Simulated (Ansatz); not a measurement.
# A defect in a wire: Ir wire along [110], 4 atoms a period, divacancy of Ir and Ir

Wanted: the relaxed defect and the transmission past it, beside the channels of the perfect wire.

Main program and level: Ansatz 0.2.0; DFT PBE, plane waves, PAW; relaxation of a wire's period, in the first sound run; inputs show where later runs differ.

This is a report of a sequence of runs, with most program output left out.

### Step 1. Starting point

The cell holds 4 atoms: 4 Ir. Cell: a = 10.670 Å, b = 9.537 Å, c = 2.737 Å, α = 90.0°, β = 90.0°, γ = 90.0°. Vacuum lies along a and b. The structure's axis is c.

### Step 2. Relaxing the period

Band widths follow the bond lengths, so the wire is relaxed first. The atoms and the third cell vector are free; the box across stays fixed as vacuum. Moments are seeded so that a magnetic state can form if it lies lower. A Fermi-Dirac smearing is set since the result may be a metal. The pressure printed is a third of the stress's trace over the whole box, vacuum included; only the stress along the axis is relaxed.

The input, input.yaml:

```yaml
crystal:
  lattice:
    - [10.67, 0.0, 0.0]
    - [0.0, 9.537, 0.0]
    - [0.0, 0.0, 2.7365032432]
  atoms:
    - { symbol: Ir, position: [0.318650422, 0.499973956, 0.0], spin: 0.8 }
    - { symbol: Ir, position: [0.681349578, 0.499973956, 0.0], spin: 0.8 }
    - { symbol: Ir, position: [0.5, 0.356506239, 0.5], spin: 0.8 }
    - { symbol: Ir, position: [0.5, 0.643441674, 0.5], spin: 0.8 }
magnetization:
  spin_polarized: true
kpoints:
  mp_grid: { grid: [1, 1, 30] }
scf:
  occupations: { method: fermi_dirac, width: 0.05 }
hamiltonian:
  xc: pbe
relax:
  cell: { fix: [a, b, alpha, beta, gamma] }
  max_steps: 60
```

The run is started by

```
$ ansatz run input.yaml --threads 4 --pin off --max-ram 16384MiB --backend cpu --events-out ev --progress --plain --runs-dir out
```

Run time: 59 s. Hardware: 4 threads of Arm Neoverse V1, shared host; peak memory 0.77 GiB; 3.7 min of CPU time.

Relaxation path:

```
step  energy less that of the first step (eV)  largest force component (eV/Å)  pressure (GPa)  volume (Å³)
   1                                   0.0000                          2.6331           -6.33       278.47
   2                                  -0.4385                          3.7561            5.16       267.44
   3                                  -0.9419                          1.3191            1.86       263.42
   4                                  -1.0507                          0.3124           -0.44       264.49
   5                                  -1.0600                          0.0688            0.04       262.84
   6                                  -1.0603                          0.0092            0.06       262.65
  7*                                  -1.0577                          0.0097            0.07       262.65
```

Relaxation steps marked * repeat the geometry before them on a plane-wave basis chosen anew for their cell, so energy and pressure can jump there.

Forces are held to the 8 operations that the run works with; a distortion that breaks them can't arise in this run.

| cell as run | before | after | change |
| --- | --- | --- | --- |
| c (Å) | 2.737 | 2.581 | -5.7 % |

The atoms that moved most (Å, along periodic axes as changes of fractional coordinates times the final cell, across vacuum about the mean position):

| atom | dx | dy | dz | length |
| --- | --- | --- | --- | --- |
| Ir4 | 0.000 | -0.124 | 0.000 | 0.124 |
| Ir3 | 0.000 | 0.124 | 0.000 | 0.124 |
| Ir1 | 0.044 | 0.000 | 0.000 | 0.044 |
| Ir2 | -0.044 | 0.000 | 0.000 | 0.044 |

This step gave:

| Item | Value |
| --- | --- |
| energy at zero smearing | -47733.5619 eV |
| cell length along the wire | 2.581 Å |

The cell's length comes to 2.581 Å with no moment.

### Step 3. The wire at its relaxed period

This step: DFT PBE, plane waves, PAW; channels and complex bands of a perfect wire (Ansatz 0.2.0).

At the relaxed period the Bloch states of the perfect wire are found at each energy: those that move forward count the open channels, and those that decay describe how a disturbance dies away inside the wire itself. An energy step of 0.035 eV is under the 0.039 eV that the program asks for its thermal average at 300 K.

The input, input.yaml:

```yaml
crystal:
  lattice:
    - [10.67, 0.0, 0.0]
    - [0.0, 9.537, 0.0]
    - [0.0, 0.0, 2.5810678653]
  atoms:
    - { symbol: Ir, position: [0.322746706, 0.499973956, 0.0] }
    - { symbol: Ir, position: [0.677253294, 0.499973956, 0.0] }
    - { symbol: Ir, position: [0.5, 0.369503339, 0.5] }
    - { symbol: Ir, position: [0.5, 0.630444573, 0.5] }
kpoints:
  mp_grid: { grid: [1, 1, 31] }
scf:
  occupations: { method: fermi_dirac, width: 0.05 }
hamiltonian:
  xc: pbe
output:
  transmission:
    e_range: [-1.26, 1.26]
    de: 0.035
    kmesh: [1, 1]
    reduced_basis: true
    leads: [[0, 0]]
basis:
  ecutwfc: "350 eV"
```

Elapsed: 86 s, on 4 threads; peak memory 1.2 GiB.

This step gave:

```yaml
energy_at_zero_smearing: -47733.5264 eV
channels_at_the_energy_nearest_the_fermi_level_one_spin: 5
conductance_of_the_lead_as_this_run_defines_it: 5.184 G₀
band_gap: 0 eV
```

Open channels of the lead, one spin against energy, zero at the Fermi level:

```
energy (eV)  open channels of the lead, one spin
      -1.26                                    6
      -1.19                                    6
      -1.12                                    7
      -1.05                                    7
      -0.98                                    6
      -0.91                                    5
      -0.84                                    5
      -0.77                                    3
      -0.70                                    4
      -0.63                                    4
      -0.59                                    3
      -0.53                                    3
      -0.46                                    4
      -0.39                                    5
      -0.32                                    5
      -0.24                                    5
      -0.17                                    5
      -0.10                                    7
      -0.04                                    5
       0.00                                    5
       0.04                                    5
       0.10                                    5
       0.17                                    8
       0.24                                    9
       0.32                                    9
       0.39                                    9
       0.46                                    9
       0.53                                    9
       0.59                                    9
       0.63                                    8
       0.70                                    8
       0.77                                    8
       0.84                                    8
       0.91                                    7
       0.98                                    7
       1.05                                    6
       1.12                                    6
       1.19                                    6
       1.26                                    5
```

The slowest values at each energy, most degenerate partners merged, listed up to 1.5 1/Å. The Im kz of the slowest decaying states by energy, zero at the Fermi level:

```
energy (eV)  decay 1 (Å⁻¹)  decay 2 (Å⁻¹)  decay 3 (Å⁻¹)  decay 4 (Å⁻¹)
     -1.190         0.0507          0.139          0.140          0.173
     -1.015          0.101          0.120          0.174          0.180
     -0.805         0.0812         0.0904          0.110          0.118
     -0.595         0.0487         0.0766          0.117          0.155
     -0.385          0.171          0.237          0.242          0.274
     -0.210          0.166          0.172          0.287          0.288
      0.000         0.0638          0.127          0.244          0.266
      0.210         0.0516          0.123          0.124          0.355
      0.385          0.177          0.352          0.371          0.442
      0.595          0.373          0.388          0.404          0.469
      0.805          0.188          0.363          0.404          0.478
      1.015         0.0118          0.126          0.256          0.317
      1.190          0.150          0.208          0.276          0.295
```

By hand: the program gives 3.9475 × 10^14 S/m² over the cell's cross-section of 101.76 Å² = 1.018 × 10^-18 m², so one cell conducts 4.017 × 10^-4 S. Divided by G0 = 2e²/h = 7.748 × 10^-5 S this is 5.18 G0, a resistance of 2.49 kΩ.

At the computed energy nearest the Fermi level there are 5 channels a spin, and the thermal average gives 5.18 G₀.

### Step 4. Relaxing the junction

This step: DFT PBE, plane waves, PAW; relaxation of a junction in a wire, ends held (Ansatz 0.2.0).

System of this step: Ir wire along [110], 4 atoms a period, divacancy of Ir and Ir. The cell holds 34 atoms: 34 Ir. Cell: a = 10.670 Å, b = 9.537 Å, c = 23.230 Å, α = 90.0°, β = 90.0°, γ = 90.0°. Regions: held atoms, 24 atoms (24 Ir); free atoms, 10 atoms (10 Ir). Vacuum lies along a and b. The structure's axis is c.

10 atoms at the defect are free to relax, while 24 stay where the perfect wire has them, so that the ends still repeat as a lead. The cutoff is set under the files' recommended one to save time.

The input, input.yaml:

```yaml
crystal:
  lattice:
    - [10.67, 0.0, 0.0]
    - [0.0, 9.537, 0.0]
    - [0.0, 0.0, 23.2296107881]
  atoms:
    - { symbol: Ir, position: [0.322746706, 0.499973956, 0.0] }
    - { symbol: Ir, position: [0.677253294, 0.499973956, 0.0] }
    - { symbol: Ir, position: [0.5, 0.369503339, 0.055555556] }
    - { symbol: Ir, position: [0.5, 0.630444573, 0.055555556] }
    - { symbol: Ir, position: [0.322746706, 0.499973956, 0.111111111] }
    - { symbol: Ir, position: [0.677253294, 0.499973956, 0.111111111] }
    - { symbol: Ir, position: [0.5, 0.369503339, 0.166666667] }
    - { symbol: Ir, position: [0.5, 0.630444573, 0.166666667] }
[... 22 atom lines left out ...]
    - { symbol: Ir, position: [0.322746706, 0.499973956, 0.888888889] }
    - { symbol: Ir, position: [0.677253294, 0.499973956, 0.888888889] }
    - { symbol: Ir, position: [0.5, 0.369503339, 0.944444444] }
    - { symbol: Ir, position: [0.5, 0.630444573, 0.944444444] }
kpoints:
  mp_grid: { grid: [1, 1, 2] }
scf:
  occupations: { method: fermi_dirac, width: 0.1 }
hamiltonian:
  xc: pbe
relax:
  constraints:
    - { sites: [0, 1, 2, 3, 4, 5, 6, 7, 8, 9, 10, 11, 22, 23, 24, 25, 26, 27, 28, 29, 30, 31, 32, 33] }
  f_tol: 0.06
  max_steps: 35
basis:
  ecutwfc: "350 eV"
```

The job ended after 4 min (4 threads; peak memory 4.8 GiB).

The steps of the relaxation:

```csv
step,energy less that of the first step (eV),largest force component (eV/Å)
1,0.0000,1.6964
2,-0.2700,1.8006
3,-0.5138,0.2584
4,-0.5646,0.2402
5,-0.5808,0.2375
6,-0.5401,0.6281
7,-0.5872,0.1173
8,-0.5816,0.1517
9,-0.5898,0.0180
```

Relaxation steps 6, 8 were tried and not accepted.

The atoms that moved most (Å):

```csv
atom,dx,dy,dz,length
Ir16,0.218,-0.474,-0.105,0.533
Ir18,0.156,-0.316,-0.086,0.362
Ir17,-0.037,-0.298,0.123,0.325
Ir15,0.027,-0.267,0.069,0.277
Ir20,-0.003,-0.210,0.074,0.223
Ir13,0.095,-0.164,0.042,0.194
Ir19,0.067,-0.112,0.002,0.130
Ir21,0.003,-0.103,0.052,0.115
```

The relaxed structure:

```cif
data_structure
_symmetry_space_group_name_H-M 'P 1'
_symmetry_Int_Tables_number 1
_cell_length_a 10.6700
_cell_length_b 9.5370
_cell_length_c 23.2296
_cell_angle_alpha 90.000
_cell_angle_beta 90.000
_cell_angle_gamma 90.000
_cell_volume 2363.84
loop_
_atom_site_label
_atom_site_type_symbol
_atom_site_fract_x
_atom_site_fract_y
_atom_site_fract_z
_atom_site_occupancy
Ir1 Ir 0.32275 0.49997 0.00000 1
Ir2 Ir 0.67725 0.49997 0.00000 1
Ir3 Ir 0.50000 0.36950 0.05556 1
Ir4 Ir 0.50000 0.63044 0.05556 1
Ir5 Ir 0.32275 0.49997 0.11111 1
Ir6 Ir 0.67725 0.49997 0.11111 1
Ir7 Ir 0.50000 0.36950 0.16667 1
Ir8 Ir 0.50000 0.63044 0.16667 1
Ir9 Ir 0.32275 0.49997 0.22222 1
Ir10 Ir 0.67725 0.49997 0.22222 1
Ir11 Ir 0.50000 0.36950 0.27778 1
Ir12 Ir 0.50000 0.63044 0.27778 1
Ir13 Ir 0.33164 0.48278 0.33514 1
Ir14 Ir 0.66790 0.49829 0.33315 1
Ir15 Ir 0.50255 0.60246 0.39184 1
Ir16 Ir 0.34320 0.45023 0.43992 1
Ir17 Ir 0.49658 0.33823 0.50529 1
Ir18 Ir 0.51463 0.59735 0.49632 1
Ir19 Ir 0.32904 0.48827 0.55564 1
Ir20 Ir 0.67697 0.47792 0.55873 1
Ir21 Ir 0.50027 0.35871 0.61333 1
Ir22 Ir 0.50249 0.62275 0.60847 1
Ir23 Ir 0.32275 0.49997 0.66667 1
Ir24 Ir 0.67725 0.49997 0.66667 1
Ir25 Ir 0.50000 0.36950 0.72222 1
Ir26 Ir 0.50000 0.63044 0.72222 1
Ir27 Ir 0.32275 0.49997 0.77778 1
Ir28 Ir 0.67725 0.49997 0.77778 1
Ir29 Ir 0.50000 0.36950 0.83333 1
Ir30 Ir 0.50000 0.63044 0.83333 1
Ir31 Ir 0.32275 0.49997 0.88889 1
Ir32 Ir 0.67725 0.49997 0.88889 1
Ir33 Ir 0.50000 0.36950 0.94444 1
Ir34 Ir 0.50000 0.63044 0.94444 1
```

This step gave:

```
energy at zero smearing : -405731.2816 eV
```

The largest force component on a free atom ends at 0.018 eV/Å, under the limit of 0.06.  1 atom of the wire itself, hydrogen apart, moved by over 0.45 Å, up to 0.53 Å.

(Continued in part 2 of 2.)

[Logs are printed without paths, hosts, clocks, repeated set-up lines and the standing remarks that a program may print on its own settings, such as how far it seeks lower states.]

[Hosts, paths, dates, database ids (printed as entryN), source tags and the programs' standing remarks are cut or masked in the printed files.]
